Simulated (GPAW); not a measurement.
# NbGe2P4 monolayer in an electric field

How does NbGe2P4 monolayer screen a perpendicular field?

Program: GPAW 26.7.0. Level of theory: GPAW, PAW setups; layer in a repeated cell with vacuum, relaxation of atoms and in-plane cell, in the first sound run; inputs show where later runs differ. Results are calculated unless marked as measured.

## 1. The starting structure

The cell holds 7 atoms: 4 P, 2 Ge and 1 Nb. Its edges and angles: a = 3.580 Å, b = 3.580 Å, c = 26.811 Å, α = 90.0°, β = 90.0°, γ = 120.0°. Vacuum lies along c.

## 2. Relaxing the atoms

Forces are removed first; all later runs use this geometry.

Input file run.py:

```python
import json
import numpy as np
from ase import Atoms
from ase.filters import FrechetCellFilter
from ase.optimize import BFGS
from gpaw import GPAW, PW

slab = Atoms(
    ['P', 'Ge', 'P', 'Nb', 'P', 'Ge', 'P'],
    positions=[
        [0.00000, 0.00000, 9.00000],
        [-0.00000, 2.06691, 9.75357],
        [-0.00000, 2.06691, 11.95357],
        [0.00000, 0.00000, 13.40565],
        [-0.00000, 2.06691, 14.85773],
        [-0.00000, 2.06691, 17.05773],
        [0.00000, 0.00000, 17.81130]],
    cell=[[3.58, 0.0, 0.0], [-1.79, 3.10037, 0.0], [0.0, 0.0, 26.8113]],
    pbc=[True, True, True],
    magmoms=[0.0, 0.0, 0.0, 1.0, 0.0, 0.0, 0.0])

slab.calc = GPAW(mode=PW(600), xc='PBE', kpts={'size': (9, 9, 1), 'gamma': True},
                 occupations={'name': 'fermi-dirac', 'width': 0.05}, nbands='200%',
                 convergence={'density': 1e-05}, maxiter=200,
                 symmetry={'tolerance': 1e-3}, txt='slab.txt')
result = {}
# The in-plane cell is free; stress needs a cell that repeats along all three vectors
path = []
opt = BFGS(FrechetCellFilter(slab, mask=[1, 1, 0, 0, 0, 1]), maxstep=0.2)
opt.attach(lambda: path.append((slab.get_potential_energy(), slab.positions.tolist(), slab.get_forces().tolist())))
result['relaxed'] = bool(opt.run(fmax=0.02, steps=45))
result['path'] = path
result['cell'] = slab.cell.tolist()
print('in-plane lattice', slab.cell.cellpar().round(4)[[0, 1, 5]])
energy = slab.get_potential_energy()
fermi = slab.calc.get_fermi_level()
v = slab.calc.get_electrostatic_potential().mean((0, 1)) - fermi
n = slab.calc.get_pseudo_density().mean((0, 1))
L = slab.cell[2, 2]
z = np.arange(len(v)) * L / len(v)
low, high = slab.positions[:, 2].min(), slab.positions[:, 2].max()
below, above = np.interp([low - 6.8, high + 6.8], z, v)
slopes = [np.interp(x, z, np.gradient(v, z)) for x in (low - 6.8, high + 6.8)]
eps = np.array([[slab.calc.get_eigenvalues(k, s) for k in range(len(slab.calc.get_ibz_k_points()))]
                for s in range(slab.calc.get_number_of_spins())]) - fermi
top, bottom = eps[eps < 0].max(), eps[eps > 0].min()
dipole = slab.get_dipole_moment()[2]
print(f'energy {energy:.4f} eV, Fermi level {fermi:.4f} eV, dipole {dipole:.5f} e A')
print(f'potential 6.8 A off the faces, from the Fermi level: lower {below:.4f} eV, upper {above:.4f} eV')
print(f'slope of the potential there: lower {slopes[0]:.5f}, upper {slopes[1]:.5f} eV/A')
print(f'nearest levels on the mesh: {top:.4f} and {bottom:.4f} eV')
print('magnetic moment', round(slab.get_magnetic_moment(), 3))
result.update(energy=energy, fermi=fermi, dipole=dipole, below=below, above=above, slopes=slopes, edges=[top, bottom],
              z=z.tolist(), v=v.tolist(), n=n.tolist(), positions=slab.positions.tolist(),
              forces=slab.get_forces(apply_constraint=False).tolist(), moments=slab.get_magnetic_moments().tolist())
json.dump(result, open('result.json', 'w'))
```

The run is started by

```
OMP_NUM_THREADS=1 OPENBLAS_NUM_THREADS=1 python run.py
```

Log:

```text
Step          Energy          fmax
BFGS:    0      -40.803809        3.432523
BFGS:    1      -41.288075        2.832419
BFGS:    2      -42.048875        1.091281
BFGS:    3      -42.085977        0.790569
BFGS:    4      -42.180709        0.666254
BFGS:    5      -42.253880        0.636244
BFGS:    6      -42.294889        0.359461
BFGS:    7      -42.304797        0.256760
BFGS:    8      -42.309580        0.274331
BFGS:    9      -42.316303        0.264046
BFGS:   10      -42.324618        0.293476
BFGS:   11      -42.333180        0.271549
BFGS:   12      -42.338075        0.166494
BFGS:   13      -42.339631        0.077736
BFGS:   14      -42.339998        0.018285
in-plane lattice [  3.6179   3.6178 120.    ]
energy -42.3290 eV, Fermi level -0.1190 eV, dipole 0.00171 e A
potential 6.8 A off the faces, from the Fermi level: lower 5.5044 eV, upper 5.5044 eV
slope of the potential there: lower -0.00008, upper 0.00008 eV/A
nearest levels on the mesh: -0.0541 and 0.0013 eV
magnetic moment 0.0
```

Elapsed: 65 min, on 1 thread of Arm Neoverse V1, shared host; peak memory 0.78 GiB.

Numbers from this step:

```yaml
dipole_along_the_normal: 0.001707 e·Å
levels_nearest_the_fermi_level_on_the_mesh: -0.05408, 0.001329 eV from the Fermi level
sum_of_the_site_moments: 0 μB
```

Electrostatic potential energy of an electron (without an applied field's), less the Fermi level, planar mean against z:

| z (Å) | electrostatic potential energy of an electron (without an applied field's), less the Fermi level, planar mean (eV) |
| --- | --- |
| 0.0 | 5.50 |
| 0.5 | 5.50 |
| 1.0 | 5.50 |
| 1.5 | 5.50 |
| 2.0 | 5.50 |
| 2.5 | 5.50 |
| 3.0 | 5.50 |
| 3.5 | 5.50 |
| 4.0 | 5.50 |
| 4.5 | 5.50 |
| 5.0 | 5.50 |
| 5.5 | 5.50 |
| 6.0 | 5.48 |
| 6.5 | 5.39 |
| 7.0 | 5.02 |
| 7.5 | 3.45 |
| 8.0 | -2.39 |
| 8.5 | -12.6 |
| 9.0 | -9.99 |
| 9.5 | -13.7 |
| 10.0 | -7.12 |
| 10.5 | 0.878 |
| 11.0 | 2.16 |
| 11.5 | -3.29 |
| 12.0 | -11.2 |
| 12.5 | -6.06 |
| 13.0 | -10.9 |
| 13.5 | -16.3 |
| 14.0 | -7.61 |
| 14.5 | -8.00 |
| 15.0 | -9.64 |
| 15.5 | -0.253 |
| 16.0 | 2.38 |
| 16.5 | -1.19 |
| 17.0 | -11.4 |
| 17.5 | -11.7 |
| 18.0 | -11.5 |
| 18.5 | -9.44 |
| 19.0 | 0.654 |
| 19.5 | 4.31 |
| 20.0 | 5.22 |
| 20.5 | 5.44 |
| 21.0 | 5.49 |
| 21.5 | 5.50 |
| 22.0 | 5.50 |
| 22.5 | 5.50 |
| 23.0 | 5.50 |
| 23.5 | 5.50 |
| 24.0 | 5.50 |
| 24.5 | 5.50 |
| 25.0 | 5.50 |
| 25.5 | 5.50 |
| 26.0 | 5.50 |
| 26.5 | 5.50 |

The pseudo valence density, planar mean oscillates, so the rows of the table below give means over windows of 1 Å about each position, cut where the curve ends. Its maxima inside the range that stand out by 2 % of the span (Å: e/Å³): 9.0: 0.436, 10.1: 0.231, 13.4: 1.08, 16.8: 0.231, 17.8: 0.436. Its minima: 9.7: 0.0830, 10.7: 0.126, 16.1: 0.126, 17.1: 0.0830.

The pseudo valence density, planar mean by z; means over each step:

| z (Å) | pseudo valence density, planar mean (e/Å³) |
| --- | --- |
| 5 | 9.5e-5 |
| 6 | 0.00177 |
| 7 | 0.0312 |
| 8 | 0.205 |
| 9 | 0.343 |
| 10 | 0.165 |
| 11 | 0.160 |
| 12 | 0.297 |
| 13 | 0.702 |
| 14 | 0.578 |
| 15 | 0.267 |
| 16 | 0.150 |
| 17 | 0.179 |
| 18 | 0.349 |
| 19 | 0.168 |
| 20 | 0.0186 |
| 21 | 0.00103 |
| 22 | 5.6e-5 |

The relaxation lowered the energy of the cell by 1.54 eV (energies extrapolated to zero smearing; the optimiser's log prints free energies). The largest force left on a free atom is 0.018 eV/Å.

## 3. The slab's potential

The work function is the vacuum plateau of the electrostatic potential less the Fermi level; a dipole layer lets the two faces have plateaus of their own.

This step: GPAW, PAW setups; slab in vacuum (GPAW 26.7.0).

The cell differs from the one that the last finished run ended in (c 26.811 → 27.732 Å).

Input file run.py:

```python
import json
import numpy as np
from ase import Atoms
from gpaw import GPAW, PW

slab = Atoms(
    ['P', 'Ge', 'P', 'Nb', 'P', 'Ge', 'P'],
    positions=[
        [0.00000, -0.00000, 9.00000],
        [0.00000, 2.08876, 10.07371],
        [0.00000, 2.08876, 12.43470],
        [-0.00000, 0.00000, 13.86578],
        [0.00000, 2.08876, 15.29686],
        [0.00000, 2.08876, 17.65785],
        [0.00000, 0.00000, 18.73156]],
    cell=[[3.61785, -0.0, 0.0], [-1.80893, 3.13315, 0.0], [0.0, 0.0, 27.7316]],
    pbc=[True, True, False],
    magmoms=[0.0, 0.0, 0.0, 1.0, 0.0, 0.0, 0.0])

slab.calc = GPAW(mode=PW(400), xc='PBE', kpts={'size': (9, 9, 1), 'gamma': True},
                 occupations={'name': 'fermi-dirac', 'width': 0.05}, nbands='200%',
                 convergence={'density': 1e-05}, maxiter=200,
                 poissonsolver={'dipolelayer': 'xy'},
                 symmetry={'tolerance': 1e-3}, txt='slab.txt')
result = {}
energy = slab.get_potential_energy()
fermi = slab.calc.get_fermi_level()
v = slab.calc.get_electrostatic_potential().mean((0, 1)) - fermi
n = slab.calc.get_pseudo_density().mean((0, 1))
L = slab.cell[2, 2]
z = np.arange(len(v)) * L / len(v)
low, high = slab.positions[:, 2].min(), slab.positions[:, 2].max()
below, above = np.interp([low - 6.8, high + 6.8], z, v)
slopes = [np.interp(x, z, np.gradient(v, z)) for x in (low - 6.8, high + 6.8)]
eps = np.array([[slab.calc.get_eigenvalues(k, s) for k in range(len(slab.calc.get_ibz_k_points()))]
                for s in range(slab.calc.get_number_of_spins())]) - fermi
top, bottom = eps[eps < 0].max(), eps[eps > 0].min()
dipole = slab.get_dipole_moment()[2]
print(f'energy {energy:.4f} eV, Fermi level {fermi:.4f} eV, dipole {dipole:.5f} e A')
print(f'potential 6.8 A off the faces, from the Fermi level: lower {below:.4f} eV, upper {above:.4f} eV')
print(f'slope of the potential there: lower {slopes[0]:.5f}, upper {slopes[1]:.5f} eV/A')
print(f'nearest levels on the mesh: {top:.4f} and {bottom:.4f} eV')
print('magnetic moment', round(slab.get_magnetic_moment(), 3))
result.update(energy=energy, fermi=fermi, dipole=dipole, below=below, above=above, slopes=slopes, edges=[top, bottom],
              z=z.tolist(), v=v.tolist(), n=n.tolist(), positions=slab.positions.tolist(),
              forces=slab.get_forces(apply_constraint=False).tolist(), moments=slab.get_magnetic_moments().tolist())
json.dump(result, open('result.json', 'w'))
```

Log:

```text
energy -42.3053 eV, Fermi level -0.2976 eV, dipole 0.00092 e A
potential 6.8 A off the faces, from the Fermi level: lower 5.4978 eV, upper 5.5112 eV
slope of the potential there: lower -0.00010, upper 0.00010 eV/A
nearest levels on the mesh: -0.0539 and 0.0011 eV
magnetic moment 0.0
```

Elapsed: 3.2 min, on 1 thread; peak memory 0.35 GiB.

This step gave:

* dipole along the normal: 9.17e-4 e·Å
* levels nearest the Fermi level on the mesh: -0.05389, 0.001095 eV from the Fermi level
* upper work function: 5.511 eV
* lower work function: 5.498 eV

The electrostatic potential energy of an electron (without an applied field's), less the Fermi level, planar mean oscillates, so the rows of the table below give means over windows of 1.73 Å about each position, cut where the curve ends. Its maxima inside the range that stand out by 2 % of the span (Å: eV): 9.5: -9.83, 11.4: 2.37, 13.0: -5.86, 14.7: -5.86, 16.4: 2.38, 18.2: -9.82. Its minima: 9.1: -13.0, 10.1: -13.9, 12.5: -11.3, 13.9: -16.8, 15.3: -11.3, 17.7: -13.9, 18.6: -13.0.

The electrostatic potential energy of an electron (without an applied field's), less the Fermi level, planar mean by z; means over each step:

| z (Å) | electrostatic potential energy of an electron (without an applied field's), less the Fermi level, planar mean (eV) |
| --- | --- |
| 0.86 | 5.50 |
| 2.59 | 5.50 |
| 4.32 | 5.50 |
| 6.05 | 5.48 |
| 7.78 | 2.74 |
| 9.51 | -11.5 |
| 11.24 | -0.924 |
| 12.97 | -9.73 |
| 14.70 | -10.0 |
| 16.43 | -0.883 |
| 18.16 | -11.5 |
| 19.89 | 2.37 |
| 21.62 | 5.49 |
| 23.35 | 5.51 |
| 25.08 | 5.51 |
| 26.81 | 5.51 |

The pseudo valence density, planar mean oscillates, so the rows of the table below give means over windows of 1 Å about each position, cut where the curve ends. Its maxima inside the range that stand out by 2 % of the span (Å: e/Å³): 9.5: 0.437, 10.6: 0.221, 13.9: 1.08, 17.1: 0.221, 18.2: 0.437. Its minima: 10.2: 0.0845, 11.3: 0.127, 16.5: 0.127, 17.5: 0.0844.

Pseudo valence density, planar mean against z; means over each step:

| z (Å) | pseudo valence density, planar mean (e/Å³) |
| --- | --- |
| 5 | 2.6e-5 |
| 6 | 4.6e-4 |
| 7 | 0.00886 |
| 8 | 0.111 |
| 9 | 0.312 |
| 10 | 0.228 |
| 11 | 0.159 |
| 12 | 0.227 |
| 13 | 0.431 |
| 14 | 0.821 |
| 15 | 0.344 |
| 16 | 0.191 |
| 17 | 0.168 |
| 18 | 0.288 |
| 19 | 0.260 |
| 20 | 0.0619 |
| 21 | 0.00408 |
| 22 | 2.2e-4 |
| 23 | 1.2e-5 |

The potential is flat to 9.6e-5 eV/Å where it is read, so the vacuum is wide enough.

## 4. In a field

A uniform field along the normal polarises the slab; the atoms stay fixed, so this is the electronic response alone.

Changes to run.py since step 3:

```diff
@@ -4,2 +4,3 @@
 from gpaw import GPAW, PW
+from gpaw.external import ConstantElectricField
 
@@ -23,2 +24,3 @@
                  poissonsolver={'dipolelayer': 'xy'},
+                 external=ConstantElectricField(-0.2, [0, 0, 1]),
                  symmetry={'tolerance': 1e-3}, txt='slab.txt')
```

Log:

```text
energy -42.3200 eV, Fermi level -0.2989 eV, dipole -0.14790 e A
potential 6.8 A off the faces, from the Fermi level: lower 4.3266 eV, upper 6.6876 eV
slope of the potential there: lower -0.00010, upper 0.00010 eV/A
nearest levels on the mesh: -0.0540 and 0.0012 eV
magnetic moment 0.0
```

The job ended after 13 min (1 thread; peak memory 0.64 GiB).

Numbers from this step:

```yaml
dipole_along_the_normal: -0.1479 e·Å
levels_nearest_the_fermi_level_on_the_mesh: -0.05398, 0.001194 eV from the Fermi level
potential_below_the_slab_the_applied_field_s_own_ramp_left_out: 4.327 eV from the Fermi level
potential_above_the_slab_the_applied_field_s_own_ramp_left_out: 6.688 eV from the Fermi level
```

The electrostatic potential energy of an electron (without an applied field's), less the Fermi level, planar mean oscillates, so the rows of the table below give means over windows of 1.73 Å about each position, cut where the curve ends. Its maxima inside the range that stand out by 2 % of the span (Å: eV): 9.5: -10.7, 11.4: 1.89, 13.0: -6.03, 14.7: -5.69, 16.5: 2.88, 18.2: -8.99, 27.3: 6.69. Its minima: 9.1: -13.9, 10.1: -14.7, 12.5: -11.6, 13.9: -16.8, 15.3: -11.0, 17.7: -13.2, 18.6: -12.0.

Table of electrostatic potential energy of an electron (without an applied field's), less the Fermi level, planar mean by z; means over each step:

| z (Å) | electrostatic potential energy of an electron (without an applied field's), less the Fermi level, planar mean (eV) |
| --- | --- |
| 0.86 | 4.45 |
| 2.59 | 4.33 |
| 4.32 | 4.33 |
| 6.05 | 4.31 |
| 7.78 | 1.63 |
| 9.51 | -12.3 |
| 11.24 | -1.43 |
| 12.97 | -9.90 |
| 14.70 | -9.84 |
| 16.43 | -0.386 |
| 18.16 | -10.7 |
| 19.89 | 3.47 |
| 21.62 | 6.66 |
| 23.35 | 6.69 |
| 25.08 | 6.69 |
| 26.81 | 6.62 |

The dipole is now -0.148 e Å, against 9.2e-4 in the run without a field.

## 5. Field on

Changes to run.py since step 4:

```diff
@@ -24,3 +24,3 @@
                  poissonsolver={'dipolelayer': 'xy'},
-                 external=ConstantElectricField(-0.2, [0, 0, 1]),
+                 external=ConstantElectricField(-0.1, [0, 0, 1]),
                  symmetry={'tolerance': 1e-3}, txt='slab.txt')
```

Log:

```text
energy -42.3089 eV, Fermi level -0.2978 eV, dipole -0.07393 e A
potential 6.8 A off the faces, from the Fermi level: lower 4.9149 eV, upper 6.0952 eV
slope of the potential there: lower -0.00010, upper 0.00010 eV/A
nearest levels on the mesh: -0.0540 and 0.0012 eV
magnetic moment 0.0
```

Wall time 13 min (1 thread); peak memory 0.64 GiB.

Numbers from this step:

```
dipole along the normal                                         : -0.07393 e·Å
levels nearest the Fermi level on the mesh                      : -0.05402, 0.001230 eV from the Fermi level
potential below the slab, the applied field's own ramp left out : 4.915 eV from the Fermi level
potential above the slab, the applied field's own ramp left out : 6.095 eV from the Fermi level
```

The electrostatic potential energy of an electron (without an applied field's), less the Fermi level, planar mean oscillates, so the rows of the table below give means over windows of 1.73 Å about each position, cut where the curve ends. Its maxima inside the range that stand out by 2 % of the span (Å: eV): 9.5: -10.2, 11.4: 2.13, 13.0: -5.94, 14.7: -5.77, 16.5: 2.62, 18.2: -9.40. Its minima: 9.1: -13.4, 10.1: -14.3, 12.5: -11.4, 13.9: -16.8, 15.3: -11.2, 17.7: -13.6, 18.6: -12.5.

Electrostatic potential energy of an electron (without an applied field's), less the Fermi level, planar mean against z; means over each step:

| z (Å) | electrostatic potential energy of an electron (without an applied field's), less the Fermi level, planar mean (eV) |
| --- | --- |
| 0.86 | 4.98 |
| 2.59 | 4.91 |
| 4.32 | 4.91 |
| 6.05 | 4.90 |
| 7.78 | 2.19 |
| 9.51 | -11.9 |
| 11.24 | -1.18 |
| 12.97 | -9.81 |
| 14.70 | -9.93 |
| 16.43 | -0.636 |
| 18.16 | -11.1 |
| 19.89 | 2.91 |
| 21.62 | 6.07 |
| 23.35 | 6.09 |
| 25.08 | 6.10 |
| 26.81 | 6.06 |

The dipole is now -0.0739 e Å, against 9.2e-4 in the run without a field.

## 6. In a field

Changes to run.py since step 5:

```diff
@@ -24,3 +24,3 @@
                  poissonsolver={'dipolelayer': 'xy'},
-                 external=ConstantElectricField(-0.1, [0, 0, 1]),
+                 external=ConstantElectricField(-0.05, [0, 0, 1]),
                  symmetry={'tolerance': 1e-3}, txt='slab.txt')
```

Log:

```text
energy -42.3062 eV, Fermi level -0.2976 eV, dipole -0.03699 e A
potential 6.8 A off the faces, from the Fermi level: lower 5.2094 eV, upper 5.7998 eV
slope of the potential there: lower -0.00010, upper 0.00010 eV/A
nearest levels on the mesh: -0.0540 and 0.0012 eV
magnetic moment 0.0
```

The job ended after 14 min (1 thread; peak memory 0.64 GiB).

## 7. In a field

Changes to run.py since step 6:

```diff
@@ -24,3 +24,3 @@
                  poissonsolver={'dipolelayer': 'xy'},
-                 external=ConstantElectricField(-0.05, [0, 0, 1]),
+                 external=ConstantElectricField(0.05, [0, 0, 1]),
                  symmetry={'tolerance': 1e-3}, txt='slab.txt')
```

Log:

```text
energy -42.3062 eV, Fermi level -0.2976 eV, dipole 0.03698 e A
potential 6.8 A off the faces, from the Fermi level: lower 5.7998 eV, upper 5.2095 eV
slope of the potential there: lower -0.00010, upper 0.00010 eV/A
nearest levels on the mesh: -0.0540 and 0.0012 eV
magnetic moment 0.0
```

The job ended after 13 min (1 thread; peak memory 0.64 GiB).

The electrostatic potential energy of an electron (without an applied field's), less the Fermi level, planar mean oscillates, so the rows of the table below give means over windows of 1.73 Å about each position, cut where the curve ends. Its maxima inside the range that stand out by 2 % of the span (Å: eV): 9.5: -9.61, 11.3: 2.50, 13.0: -5.82, 14.7: -5.90, 16.4: 2.25, 18.2: -10.0. Its minima: 9.1: -12.7, 10.1: -13.7, 12.5: -11.2, 13.9: -16.8, 15.3: -11.4, 17.7: -14.1, 18.6: -13.2.

The electrostatic potential energy of an electron (without an applied field's), less the Fermi level, planar mean by z; means over each step:

z (Å), electrostatic potential energy of an electron (without an applied field's), less the Fermi level, planar mean (eV) and a bar from the least value:
```
     0.86        5.8 ##############################
     2.59        5.8 ##############################
     4.32        5.8 ##############################
     6.05        5.8 ##############################
     7.78        3.0 #########################
     9.51      -11.3 #
    11.24       -0.8 ###################
    12.97       -9.7 ###
    14.70      -10.0 ###
    16.43       -1.0 ##################
    18.16      -11.7 
    19.89        2.1 ########################
    21.62        5.2 #############################
    23.35        5.2 #############################
    25.08        5.2 #############################
    26.81        5.2 #############################
```

## 8. Field on

Changes to run.py since step 7:

```diff
@@ -24,3 +24,3 @@
                  poissonsolver={'dipolelayer': 'xy'},
-                 external=ConstantElectricField(0.05, [0, 0, 1]),
+                 external=ConstantElectricField(0.1, [0, 0, 1]),
                  symmetry={'tolerance': 1e-3}, txt='slab.txt')
```

Log:

```text
energy -42.3089 eV, Fermi level -0.2978 eV, dipole 0.07393 e A
potential 6.8 A off the faces, from the Fermi level: lower 6.0952 eV, upper 4.9149 eV
slope of the potential there: lower -0.00010, upper 0.00010 eV/A
nearest levels on the mesh: -0.0540 and 0.0012 eV
magnetic moment 0.0
```

The job ended after 13 min (1 thread; peak memory 0.64 GiB).

The dipole is now 0.0739 e Å, against 9.2e-4 in the run without a field.

[end of part 1 of 2]

[Logs are printed without paths, hosts, clocks, repeated set-up lines and the standing remarks that a program may print on its own settings, such as how far it seeks lower states.]

[Hosts, paths, dates, database ids (printed as entryN), source tags and the programs' standing remarks are cut or masked in the printed files.]
